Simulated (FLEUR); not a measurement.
# KCrCl3: moments or none, part 2 of 2

Aim: find out whether KCrCl3 carries moments when they start parallel, and what they gain.

FLEUR MaX-R8.1; LDA (VWN) with U = 4.4 eV, J = 0.9 eV on Cr d; all-electron FLAPW, Dirac cores, scalar-relativistic bands.

So far. Step 2 (Run 1 (ferro +)): After 24 cycles the largest moment stands at 3.91 μB.

**3. Order 2, typed as no spin polarisation**

A spinless run shows what the cell costs with no moments; under a U that can hold a penalty on part-filled orbitals beside the lost exchange.

inp.xml

```
<?xml version="1.0" encoding="UTF-8" standalone="no"?>
<fleurInput fleurInputVersion="0.39">
   <comment>
      KCrCl3
   </comment>
   <calculationSetup>
      <cutoffs Kmax="4.14" Gmax="12.4" GmaxXC="12.4" numbands="0"/>
      <scfLoop itmax="130" minDistance="0.0001" maxIterBroyd="15" imix="Anderson" alpha="0.05" precondParam="0.0" spinf="2.0" sdNocoIR="T"/>
      <coreElectrons ctail="T" frcor="F" kcrel="0" coretail_lmax="0"/>
      <xcFunctional name="vwn" relativisticCorrections="F"/>
      <magnetism jspins="1"/>
      <soc l_soc="F" theta="0.0" phi="0.0" spav="F"/>
      <expertModes spex="0" secvar="F"/>
      <geometryOptimization l_f="F" forcealpha="1.0" forcemix="BFGS" epsdisp="0.00001" epsforce="0.00001"/>
      <ldaU l_linMix="F" mixParam="0.05" spinf="1.0"/>
   </calculationSetup>
   <cell>
      <bzIntegration valenceElectrons="44.0" mode="hist" fermiSmearingEnergy="0.00110248">
         <kPointListSelection listName="default-1"/>
         <xi:include xmlns:xi="http://www.w3.org/2001/XInclude" href="kpts.xml"> </xi:include>
      </bzIntegration>
      <xi:include xmlns:xi="http://www.w3.org/2001/XInclude" href="sym.xml"> </xi:include>
      <bulkLattice scale="1.0">
         <bravaisMatrix>
            <row-1>    9.4069054701688319     0.0000000000000000     0.0000000000000000</row-1>
            <row-2>    0.0000000000000000     9.4069054701688319     0.0000000000000000</row-2>
            <row-3>    0.0000000000000000     0.0000000000000000     9.3931029105547523</row-3>
         </bravaisMatrix>
      </bulkLattice>
   </cell>
   <atomSpecies>
      <species name="Potassium (K)" element="K" atomicNumber="19">
         <mtSphere radius="2.8" gridPoints="925" logIncrement="0.013"/>
         <atomicCutoffs lmax="10" lnonsphr="8"/>
         <electronConfig flipSpins="F">
            <coreConfig>(1s1/2) (2s1/2) (2p1/2) (2p3/2)</coreConfig>
            <valenceConfig>(3s1/2) (3p1/2) (3p3/2) (4s1/2)</valenceConfig>
            <stateOccupation state="(4s1/2)" spinUp="0.500000" spinDown="0.500000"/>
         </electronConfig>
         <energyParameters s="4" p="4" d="3" f="4"/>
         <lo type="SCLO" l="0" n="3" eDeriv="0"/>
         <lo type="SCLO" l="1" n="3" eDeriv="0"/>
      </species>
      <species name="Chromium (Cr)" element="Cr" atomicNumber="24">
         <mtSphere radius="2.77" gridPoints="915" logIncrement="0.013"/>
         <atomicCutoffs lmax="10" lnonsphr="8"/>
         <electronConfig flipSpins="F">
            <coreConfig>(1s1/2) (2s1/2) (2p1/2) (2p3/2)</coreConfig>
            <valenceConfig>(3s1/2) (3p1/2) (3p3/2) (4s1/2) (3d3/2) (3d5/2)</valenceConfig>
            <stateOccupation state="(4s1/2)" spinUp="0.500000" spinDown="0.500000"/>
            <stateOccupation state="(3d3/2)" spinUp="1.000000" spinDown="1.000000"/>
            <stateOccupation state="(3d5/2)" spinUp="1.500000" spinDown="1.500000"/>
         </electronConfig>
         <energyParameters s="4" p="4" d="3" f="4"/>
         <ldaU l="2" U="4.4" J="0.9" l_amf="F"/>
         <lo type="SCLO" l="0" n="3" eDeriv="0"/>
         <lo type="SCLO" l="1" n="3" eDeriv="0"/>
      </species>
      <species name="Chlorine (Cl)" element="Cl" atomicNumber="17">
         <mtSphere radius="1.81" gridPoints="599" logIncrement="0.019"/>
         <atomicCutoffs lmax="8" lnonsphr="6"/>
         <electronConfig flipSpins="F">
            <coreConfig>(1s1/2) (2s1/2) (2p1/2) (2p3/2)</coreConfig>
            <valenceConfig>(3s1/2) (3p1/2) (3p3/2)</valenceConfig>
            <stateOccupation state="(3p1/2)" spinUp="0.833333" spinDown="0.833333"/>
            <stateOccupation state="(3p3/2)" spinUp="1.666667" spinDown="1.666667"/>
         </electronConfig>
         <energyParameters s="3" p="3" d="3" f="4"/>
      </species>
   </atomSpecies>
   <atomGroups>
      <atomGroup species="Potassium (K)">
         <relPos label="                   1">.0000000000 .0000000000 -.0032420000</relPos>
         <force calculate="T" relaxXYZ="TTT"/>
      </atomGroup>
      <atomGroup species="Chromium (Cr)">
         <relPos label="                   2">1.000/2.000 1.000/2.000 .4850700000</relPos>
         <force calculate="T" relaxXYZ="TTT"/>
      </atomGroup>
      <atomGroup species="Chlorine (Cl)">
         <relPos label="                   3">1.000/2.000 .0000000000 .4853650000</relPos>
         <relPos label="                   5">.0000000000 1.000/2.000 .4853650000</relPos>
         <force calculate="T" relaxXYZ="TTT"/>
      </atomGroup>
      <atomGroup species="Chlorine (Cl)">
         <relPos label="                   4">1.000/2.000 1.000/2.000 -.0149580000</relPos>
         <force calculate="T" relaxXYZ="TTT"/>
      </atomGroup>
   </atomGroups>
   <output dos="F" band="F" slice="F">
      <bandDOS minEnergy="-.5*Htr" maxEnergy="0.5*Htr" sigma="0.015" storeEVData="T"/>
      <plotting iplot="0" polar="F">
         <plot TwoD="T" vec1="  1.0  0.0  0.0" vec2="  0.0  1.0  0.0" vec3="  0.0  0.0  1.0" zero="  0.0  0.0  0.0" file="plot"/>
      </plotting>
      <moessbauerParams electricFieldGradient="F" isomerShift="F" coreHyperfine="F" valenceHyperfine="F"/>
   </output>
</fleurInput>
```

crystal.txt

```
KCrCl3
&input film=F cartesian=F /
4.97792000000  0.00000000000  0.00000000000
0.00000000000  4.97792000000  0.00000000000
0.00000000000  0.00000000000  4.97061600000
1.8897261246
1.0 1.0 1.0

5
19 0.00000000000  0.00000000000  0.99675800000
24 0.50000000000  0.50000000000  0.48507000000
17 0.50000000000  0.00000000000  0.48536500000
17 0.50000000000  0.50000000000  0.98504200000
17 0.00000000000  0.50000000000  0.48536500000

&kpt div1=4 div2=4 div3=4 gamma=T /
```

The run is started by

```
OMP_NUM_THREADS=1 inpgen -f crystal.txt > inpgen.log  # inp.xml is then edited as shown
OMP_NUM_THREADS=1 mpirun -n 4 fleur_MPI > fleur.log
```

Log:

```text
[banner, memory and clock lines left out]
Welcome to FLEUR        (www.flapw.de)
      MaX-Release 8.1          (www.max-centre.eu)

 ========== k-point set info ==========
 Selected k-point list: default-1
 k-point list type: mesh
 0 x 0 x 0
 Number of k points: 20

 ------------Calculation Setup---------------------------
 Number of PE/node        :            4
 Number of OMP-threads    :            1
 k-points in parallel     :            4
 pe's per k-point         :            1
 No of k-point loops      :            5
 Eigenvalue solver        :       lapack
 Number of basis functions:         1051
 Approximate size of matrices (H+S) per k-point:         0.033 GB
 no density matrix found ... skipping LDA+U
 Reset of history
 Iteration:     1   Distance:      13.74960776 me/bohr^3
 Iteration:     2   Distance:      13.80822481 me/bohr^3
 Iteration:     3   Distance:      12.54565677 me/bohr^3
 Iteration:     4   Distance:      10.55924100 me/bohr^3
 Iteration:     5   Distance:       5.22557765 me/bohr^3
 Iteration:     6   Distance:       1.63714084 me/bohr^3
 Iteration:     7   Distance:       0.33932547 me/bohr^3
 Iteration:     8   Distance:       0.35537565 me/bohr^3
 Iteration:     9   Distance:       0.13929818 me/bohr^3
 Iteration:    10   Distance:       0.07666630 me/bohr^3
 Iteration:    11   Distance:       0.01463849 me/bohr^3
 Iteration:    12   Distance:       0.01958728 me/bohr^3
 Iteration:    13   Distance:       0.01486416 me/bohr^3
 Iteration:    14   Distance:       0.00643498 me/bohr^3
 Iteration:    15   Distance:       0.00336614 me/bohr^3
 Iteration:    16   Distance:       0.00254177 me/bohr^3
 Iteration:    17   Distance:       0.00199102 me/bohr^3
 Iteration:    18   Distance:       0.00114232 me/bohr^3
 Iteration:    19   Distance:       0.00041876 me/bohr^3
 Iteration:    20   Distance:       0.00023628 me/bohr^3
 Iteration:    21   Distance:       0.00049773 me/bohr^3
 Iteration:    22   Distance:       0.00022339 me/bohr^3
 Iteration:    23   Distance:       0.00013490 me/bohr^3
 Iteration:    24   Distance:       0.00001862 me/bohr^3

 ********************************************************************
 Run finished successfully
 Stop message:
   all done
 ********************************************************************

--- out.xml (last complete iteration) ---
<iteration numberForCurrentRun="   24" overallNumber="   24">
         [... left out ...]
         <bandgap value="0.0004099482" units="eV"/>
         <sumValenceSingleParticleEnergies value="-20.1257273120" units="Htr"/>
         <FermiEnergy value="0.1268842210" units="Htr"/>
         <valenceDensity>
            <mtCharges spin="1">
               <mtCharge atomType="1" total="7.8745029" s="2.0021930" p="5.8308962" d="0.0352927" f="0.0049205"/>
               <mtCharge atomType="2" total="13.4009421" s="2.3313222" p="6.4459452" d="4.4750337" f="0.1057677"/>
               <mtCharge atomType="3" total="4.3603909" s="1.3985269" p="2.9488867" d="0.0119578" f="0.0008748"/>
               <mtCharge atomType="4" total="4.3602982" s="1.3985690" p="2.9485535" d="0.0121460" f="0.0008822"/>
            </mtCharges>
            <spinDependentCharge spin="1" total="44.0000000" interstitial="9.6434750" mtSpheres="34.3565250"/>
            <totalCharge value="44.0000000000"/>
         </valenceDensity>
         [... left out ...]
         <totalEnergy value="    -3030.1541664709" units="Htr">
            <sumOfEigenvalues value="    -1740.0685216618">
               <coreElectrons value="-1719.9427943498"/>
               <valenceElectrons value="-20.1257273120"/>
            </sumOfEigenvalues>
            <densityCoulombPotentialIntegral value="-4580.4777601940"/>
            <densityEffectivePotentialIntegral value="-4790.9516261320"/>
            <chargeDenXCDenIntegral value="-159.1518116132"/>
            <FockExchangeEnergyValence value="0.0000000000"/>
            <FockExchangeEnergyCore value="0.0000000000"/>
         [... left out ...]
            <dftUCorrection value="-0.1660436081"/>
            <tkbTimesEntropy value="0.0011609609"/>
            <freeEnergy value="-3030.1553274318"/>
            <extrapolationTo0K value="-3030.1547469513"/>
         </totalEnergy>
         [... left out ...]
         <ldaUDensityMatrixConvergence>
            <distance spin="1" distance="0.000002"/>
         </ldaUDensityMatrixConvergence>
         <densityConvergence units="me/bohr^3">
            <chargeDensity spin="1" distance="0.0000186213"/>
         </densityConvergence>
      </iteration>
```

Wall time 1.8 min (4 MPI ranks of AMD EPYC 7R13 (Zen 3), shared host); peak memory 0.47 GiB; 7.3 min of CPU time.

Numbers from this step:

* free energy: -82454.7270 eV
* program's band gap on this mesh (in a metal only a level spacing): 4.10e-4 eV
* final state: non-magnetic (no spin polarisation)

It lies 3900 meV a seeded atom over the first start.

**4. Energies of the orders**

Free energies are divided by the number of seeded atoms.

Orders:

| start | final state | typed order kept | energy over the lowest (meV a seeded atom) | largest sphere moment (μB) | net moment (μB a primitive cell) | mesh matched | CPU time (s) |
| --- | --- | --- | --- | --- | --- | --- | --- |
| ferro + | ferromagnetic | yes | 0 | 3.905 | 4 | yes | 1095 |
| no spin polarisation | non-magnetic | - | 3900 | 0 | 0 | yes | 439.8 |

**5. Outcome**

* lower run: with moments
* largest site spin moment: 3.91 μB
* spinless run over the lowest (under a U no clean measure of the moments): 3900 meV a seeded atom

**Reading.** The crystal holds moments, up to 3.91 μB, and the spinless run lies 3900 meV a seeded atom higher. Under a U a spinless run can be left with part-filled orbitals, which the U penalises, or fall into a low-spin state, so its energy is no clean measure of what the moments gain. No antiferromagnetic order was tried, so the session says nothing on how the moments order.

[Logs and program files are shortened in this print: banners, set-up blocks, solver, clock and traceback lines can be left out without a mark of their own.]

[Logs are printed without paths, hosts, clocks, repeated set-up lines and the standing remarks that a program may print on its own settings, such as how far it seeks lower states.]

[Hosts, paths, dates, database ids (printed as entryN), source tags and the programs' standing remarks are cut or masked in the printed files.]

[Where a cell is said to come from a database of computed structures, the database is the Materials Project.]
